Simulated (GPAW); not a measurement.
**BP (F-43m): how ε∞ follows the gap**

The empty bands of BP (F-43m) are shifted up rigidly by Δ, and ε∞ is computed for each shift.

Symmetry: F-43m, No. 216, cubic system. Conventional cell: a = 4.538 Å, b = 4.538 Å, c = 4.538 Å, α = 90.00°, β = 90.00°, γ = 90.00°. P on site c has 4 B at 1.97 Å as nearest neighbours. B on site a is surrounded by 4 P at 1.97 Å.

Method: GPAW 26.7.0, LDA, RPA, k-mesh 13×13×13, local fields up to 50 eV, Lorentzian half width 0.15 eV.

Launch of the response step: `OMP_NUM_THREADS=1 python df.py`. The series took 48 s in all, its band step included, on 1 thread of Arm Neoverse V2, with other jobs on the host.

```tsv
Δ (eV)	ε∞
0.00	9.094
0.40	8.601
0.80	8.165
1.20	?
1.60	7.438
2.00	7.130
```

With one effective transition at E₀ and fixed dipole strength, ε∞ − 1 = A/(E₀ + Δ), so 1/(ε∞ − 1) is linear in Δ.

Working, on the rows shown:

| x = Δ (eV) | y = 1/(ε∞ − 1) |
| --- | --- |
| 0 | 0.123548 |
| 0.4 | 0.131562 |
| 0.8 | 0.139567 |
| 1.6 | 0.155328 |
| 2 | 0.163132 |

Means: x̄ = 0.96, ȳ = 0.14263. Σ(x − x̄)(y − ȳ) = 0.05446, Σ(x − x̄)² = 2.752. Slope = 0.05446 / 2.752 = 0.01979; intercept = ȳ − slope · x̄ = 0.12363. Turned back into ε∞, the line misses the rows shown by at most 0.0054.

Question: Fill in the last column of the withheld row.

Answer: At x = 1.2 the line gives y = 0.14738, that is 7.785. The run gave 7.783, so the interpolation is off by 0.0023, 0.1 % of the range in the table.

Refitted with all rows, the slope is 0.01979 and the intercept 0.12364. These give E₀ = intercept/slope = 6.2 eV, far above the least direct gap of 3.38 eV: most of the screening comes from transitions well over the edge. Over the first step ε∞ falls by 14 % per eV. Excitons are left out; LDA gaps are as a rule too small. The values come from a sum over the points of one k-mesh and carry its error, which grows as the direct gap shrinks. The local-field cutoff holds few shells of reciprocal vectors for this small cell, so ε∞ can read a few per cent high.

[Logs are printed without paths, hosts, clocks, repeated set-up lines and the standing remarks that a program may print on its own settings, such as how far it seeks lower states.]
